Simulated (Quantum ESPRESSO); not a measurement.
**Magnetic state of MnS (Browneite) from several starts**

Wanted: the moments of MnS (Browneite) and the energy of each order that was tried.

Program: Quantum ESPRESSO 7.5. Level of theory: PBEsol with U = 4 eV on Mn d (ortho-atomic projectors); plane waves with GBRV 1.5 PBEsol potentials, no spin-orbit coupling. Results are calculated unless marked as measured.

## (1) The structure

Symmetry: F-43m, No. 216, cubic system. Conventional cell: a = 5.600 Å, b = 5.600 Å, c = 5.600 Å, α = 90.00°, β = 90.00°, γ = 90.00°. Nearest to Mn lie 4 S at 2.42 Å. Nearest to S lie 4 Mn at 2.42 Å. Farther neighbours and most contacts between anions are not listed.

The cell comes from the Crystallography Open Database.

## (2) Run 1, typed as ferro +

The signs are those of the starting moments on the seeded atoms, the atoms that are given a moment.

Contents of pw.in:

```
&CONTROL
  calculation = 'scf'
  prefix = 'pwscf'
  outdir = './tmp'
  pseudo_dir = './pseudo'
  disk_io = 'nowf'
/
&SYSTEM
  ibrav = 0
  nat = 2
  ntyp = 2
  ecutwfc = 40
  ecutrho = 280
  nbnd = 19
  occupations = 'smearing'
  smearing = 'fd'
  degauss = 0.00367493
  nspin = 2
  starting_magnetization(1) = 0.3
  starting_magnetization(2) = 0
/
&ELECTRONS
  conv_thr = 4d-09
  electron_maxstep = 150
  mixing_beta = 0.3
/
ATOMIC_SPECIES
Mn     54.9380 mn_pbesol_v1.5.uspp.F.UPF
S      32.0600 s_pbesol_v1.4.uspp.F.UPF
CELL_PARAMETERS angstrom
   0.0000000000    2.8000000000    2.8000000000
   2.8000000000    0.0000000000    2.8000000000
   2.8000000000    2.8000000000    0.0000000000
ATOMIC_POSITIONS crystal
Mn      0.0000000000    0.0000000000    0.0000000000
S       0.2500000000    0.2500000000    0.2500000000
K_POINTS automatic
6 6 6 0 0 0
HUBBARD {ortho-atomic}
U Mn-3d 4.0000
```

Run with:

```console
> OMP_NUM_THREADS=1 mpirun -n 4 pw.x -nk 4 -in pw.in > pw.out
```

Log:

```text
Program PWSCF v.7.5 starts

     Message from routine setup:
     using ibrav=0 with symmetry is DISCOURAGED, use correct ibrav instead

     K-points division:     npool     =       4
     Subspace diagonalization in iterative solution of the eigenvalue problem:

     G-vector sticks info
     --------------------
     sticks:   dense  smooth     PW     G-vecs:    dense   smooth      PW
     Sum        1069     613    199                23409    10081    1807

     Using Slab Decomposition

     bravais-lattice index     =            0
     lattice parameter (alat)  =       7.4829  a.u.
     unit-cell volume          =     296.2789 (a.u.)^3
     number of atoms/cell      =            2
     number of atomic types    =            2
     number of electrons       =        21.00
     number of Kohn-Sham states=           19
     kinetic-energy cutoff     =      40.0000  Ry
     charge density cutoff     =     280.0000  Ry
     scf convergence threshold =      4.0E-09
     mixing beta               =       0.3000
     number of iterations used =            8  plain     mixing
     Exchange-correlation= SLA  PW   PSX  PSC
                           (   1   4  10   8   0   0   0)
     Hubbard projectors: ortho-atomic
     Hubbard parameters of DFT+U (Dudarev formulation) in eV:
     U(Mn-3d) =  4.0000

     Internal variables: lda_plus_u =T, lda_plus_u_kind = 0

     Internal variables: orbital_resolved =F, hub_pot_fix =F, apply_U = F

     celldm(1)=   7.482934  celldm(2)=   0.000000  celldm(3)=   0.000000
     celldm(4)=   0.000000  celldm(5)=   0.000000  celldm(6)=   0.000000

     crystal axes: (cart. coord. in units of alat)
               a(1) = (   0.000000   0.707107   0.707107 )
               a(2) = (   0.707107   0.000000   0.707107 )
               a(3) = (   0.707107   0.707107   0.000000 )

     reciprocal axes: (cart. coord. in units 2 pi/alat)
               b(1) = ( -0.707107  0.707107  0.707107 )
               b(2) = (  0.707107 -0.707107  0.707107 )
               b(3) = (  0.707107  0.707107 -0.707107 )

     PseudoPot. # 1 for Mn read from file:
     mn_pbesol_v1.5.uspp.F.UPF
     Pseudo is Ultrasoft + core correction, Zval = 15.0
     Generated by new atomic code, or converted to UPF format
     Using radial grid of  859 points,  6 beta functions with:
                l(1) =   0
                l(2) =   0
                l(3) =   1
                l(4) =   1
                l(5) =   2
                l(6) =   2
     Q(r) pseudized with  8 coefficients,  rinner =    0.950   0.950   0.950
                                                       0.950   0.950

     PseudoPot. # 2 for S  read from file:
     s_pbesol_v1.4.uspp.F.UPF
     Pseudo is Ultrasoft + core correction, Zval =  6.0
     Generated by new atomic code, or converted to UPF format
     Using radial grid of  907 points,  6 beta functions with:
                l(1) =   0
                l(2) =   0
                l(3) =   1
                l(4) =   1
                l(5) =   2
                l(6) =   2
     Q(r) pseudized with  8 coefficients,  rinner =    1.300   1.300   1.300
                                                       1.300   1.300

     atomic species   valence    mass     pseudopotential
     Mn               15.00    54.93800     Mn( 1.00)
     S                 6.00    32.06000     S ( 1.00)

     Starting magnetic structure
     atomic species   magnetization
     Mn              0.300
     S               0.000

     24 Sym. Ops. (no inversion) found

   Cartesian axes

     site n.     atom                  positions (alat units)
         1        Mn     tau(   1) = (   0.0000000   0.0000000   0.0000000  )
         2        S      tau(   2) = (   0.3535534   0.3535534   0.3535534  )

     number of k points=    16  Fermi-Dirac smearing, width (Ry)=  0.0037
                       cart. coord. in units 2pi/alat
        k(    1) = (   0.0000000   0.0000000   0.0000000), wk =   0.0046296
        k(    2) = (   0.1178511   0.1178511  -0.1178511), wk =   0.0370370
        k(    3) = (   0.2357023   0.2357023  -0.2357023), wk =   0.0370370
        k(    4) = (  -0.3535534  -0.3535534   0.3535534), wk =   0.0185185
        k(    5) = (   0.2357023   0.0000000  -0.0000000), wk =   0.0277778
        [... 11 further k-points ...]

     Dense  grid:    23409 G-vectors     FFT dimensions: (  40,  40,  40)

     Smooth grid:    10081 G-vectors     FFT dimensions: (  32,  32,  32)

     Check: negative core charge=   -0.000032
     Generating pointlists ...
     new r_m :   0.2526 (alat units)  1.8902 (a.u.) for type    1
     new r_m :   0.2526 (alat units)  1.8902 (a.u.) for type    2

     Initial potential from superposition of free atoms

     starting charge      20.4999, renormalised to      21.0000

     STARTING HUBBARD OCCUPATIONS:

     =================== HUBBARD OCCUPATIONS ===================
     ------------------------ ATOM    1 ------------------------
     Tr[ns(  1)] (up, down, total) =   5.00000  0.00000  5.00000
     Atomic magnetic moment for atom   1 =   5.00000
     [... lines left out ...]
     Number of occupied Hubbard levels =    5.0000

     Atomic wfc used for Hubbard projectors are orthogonalized

     Starting wfcs are   17 randomized atomic wfcs +    2 random wfcs

     Self-consistent Calculation

     iteration #  1     ecut=    40.00 Ry     beta= 0.30
     Davidson diagonalization with overlap
     ethr =  1.00E-02,  avg # of iterations =  6.3

     =================== HUBBARD OCCUPATIONS ===================
     ------------------------ ATOM    1 ------------------------
     Tr[ns(  1)] (up, down, total) =   4.82514  0.14313  4.96828
     Atomic magnetic moment for atom   1 =   4.68201
     [... lines left out ...]
     Number of occupied Hubbard levels =    4.9683

     total energy              =    -234.99033360 Ry
     estimated scf accuracy    <       0.51568549 Ry

     total magnetization       =     5.00 Bohr mag/cell
     absolute magnetization    =     5.00 Bohr mag/cell

     iteration #  2     ecut=    40.00 Ry     beta= 0.30
     Davidson diagonalization with overlap
     ethr =  2.46E-03,  avg # of iterations =  1.5

     total energy              =    -235.08133036 Ry
     estimated scf accuracy    <       0.02302683 Ry

     total magnetization       =     5.00 Bohr mag/cell
     absolute magnetization    =     5.00 Bohr mag/cell

     iteration #  3     ecut=    40.00 Ry     beta= 0.30
     Davidson diagonalization with overlap
     ethr =  1.10E-04,  avg # of iterations =  5.3

     negative rho (up, down):  0.000E+00 4.920E-04

     total energy              =    -235.08869058 Ry
     estimated scf accuracy    <       0.00971607 Ry

     total magnetization       =     5.00 Bohr mag/cell
     absolute magnetization    =     5.00 Bohr mag/cell

     [... further iterations left out ...]

     iteration #  8     ecut=    40.00 Ry     beta= 0.30
     Davidson diagonalization with overlap
     ethr =  8.64E-09,  avg # of iterations =  3.7

     negative rho (up, down):  0.000E+00 5.446E-04

     total energy              =    -235.08950328 Ry
     estimated scf accuracy    <       0.00000008 Ry

     total magnetization       =     5.00 Bohr mag/cell
     absolute magnetization    =     5.00 Bohr mag/cell

     iteration #  9     ecut=    40.00 Ry     beta= 0.30
     Davidson diagonalization with overlap
     ethr =  3.73E-10,  avg # of iterations =  2.4

     negative rho (up, down):  0.000E+00 5.441E-04

     total energy              =    -235.08950337 Ry
     estimated scf accuracy    <       0.00000002 Ry

     total magnetization       =     5.00 Bohr mag/cell
     absolute magnetization    =     5.00 Bohr mag/cell

     iteration # 10     ecut=    40.00 Ry     beta= 0.30
     Davidson diagonalization with overlap
     ethr =  1.00E-10,  avg # of iterations =  2.0

     negative rho (up, down):  0.000E+00 5.440E-04

     total energy              =    -235.08950339 Ry
     estimated scf accuracy    <          9.6E-09 Ry

     total magnetization       =     5.00 Bohr mag/cell
     absolute magnetization    =     5.00 Bohr mag/cell

     iteration # 11     ecut=    40.00 Ry     beta= 0.30
     Davidson diagonalization with overlap
     ethr =  4.59E-11,  avg # of iterations =  2.0

     negative rho (up, down):  0.000E+00 5.438E-04

     Magnetic moment per site  (integrated on atomic sphere of radius R)
     atom   1 (R=0.253)  charge= 12.9036  magn=  4.3556
     atom   2 (R=0.253)  charge=  4.2303  magn=  0.0455

     End of self-consistent calculation

     =================== HUBBARD OCCUPATIONS ===================
     ------------------------ ATOM    1 ------------------------
     Tr[ns(  1)] (up, down, total) =   4.95574  0.26355  5.21929
     Atomic magnetic moment for atom   1 =   4.69219
     [... lines left out ...]
     Number of occupied Hubbard levels =    5.2193

     [... lines left out ...]
     the Fermi energy is     7.6490 ev

!    total energy              =    -235.08950341 Ry
     estimated scf accuracy    <          2.5E-10 Ry
     smearing contrib. (-TS)   =      -0.00000001 Ry
     internal energy E=F+TS    =    -235.08950340 Ry

     The total energy is F=E-TS. E is the sum of the following terms:
     one-electron contribution =    -157.74726196 Ry
     hartree contribution      =      84.16894027 Ry
     xc contribution           =     -34.83507543 Ry
     ewald contribution        =    -126.71880431 Ry
     Hubbard energy            =       0.04269803 Ry

     total magnetization       =     5.00 Bohr mag/cell
     absolute magnetization    =     5.00 Bohr mag/cell

     convergence has been achieved in  11 iterations

=------------------------------------------------------------------------------=
   JOB DONE.
=------------------------------------------------------------------------------=
```

Run time: 5.5 s. Hardware: 4 MPI ranks of Intel Xeon Platinum 8488C (Sapphire Rapids), shared host; peak memory 0.36 GiB.

Spin moment in the atom's sphere by atom:

```
atom  spin moment in the atom's sphere (μB)
 Mn1                                   4.36
  S2                                   0.05
```

This step gave:

| Quantity | Value |
| --- | --- |
| smearing term TS | 1.92e-7 eV |
| magnetization | 5 μB |
| absolute magnetization | 5 μB |
| final state | ferromagnetic |

Spin density in the ac plane of a cell with a along [110], b along [-110] and c along [001] of the cube at fractional y = 0.000, with atoms of Mn and S within 0.2 Å of it.

Ten even steps from '_' (0.0 e/Å³) to '@' (6.4 e/Å³), each cell a mean:
```
%%--______________..**%%--______________..**
..__________________....__________________..
____________________________________________
____________________________________________
____________________________________________
____________________________________________
____________________________________________
____________________________________________
____________________________________________
____________________________________________
____________________________________________
____________________________________________
____________________________________________
--..________________::--..________________::
@@==______________..##@@==______________..##
```
Columns run along a (7.9 Å), rows up along c (5.6 Å), edges of the conventional cell, whose origin can differ from the input's. Atoms in or near the plane, at fractional coordinates: Mn at (0.50, 0.00), Mn at (0.00, 0.00), S at (0.75, 0.75), S at (0.25, 0.75).

Valence density in the ac plane of a cell with a along [110], b along [-110] and c along [001] of the cube at fractional y = 0.000, with atoms of Mn and S within 0.2 Å of it. It is the smooth field of the valence electrons, not physical close to the nuclei.

Ten steps, logarithmic in the rise over the least value, from '0' (0 e/Å³) to '9' (16 e/Å³), each cell a mean:
```
9832222226998322222269
6423344323664233443236
2223434432222234344322
0124443431101244434311
0023434421000234344210
0012343310000123433100
0001222100000012221000
0000011000000000110000
0000000000000000000000
0000000000000000000000
0000000000000000000000
1100000000111000000001
3210000002332100000023
8621000014886210000148
9841111126998411111269
```
Columns run along a (7.9 Å), rows up along c (5.6 Å), edges of the conventional cell, whose origin can differ from the input's. Atoms in or near the plane, at fractional coordinates: Mn at (0.50, 0.00), Mn at (0.00, 0.00), S at (0.75, 0.75), S at (0.25, 0.75).

(Part 1 of 2 ends here.)

[Logs and program files are shortened in this print: banners, set-up blocks, solver, clock and traceback lines can be left out without a mark of their own.]

[Logs are printed without paths, hosts, clocks, repeated set-up lines and the standing remarks that a program may print on its own settings, such as how far it seeks lower states.]

[Hosts, paths, dates, database ids (printed as entryN), source tags and the programs' standing remarks are cut or masked in the printed files.]

[Where a cell is said to come from a database of computed structures, the database is the Materials Project.]
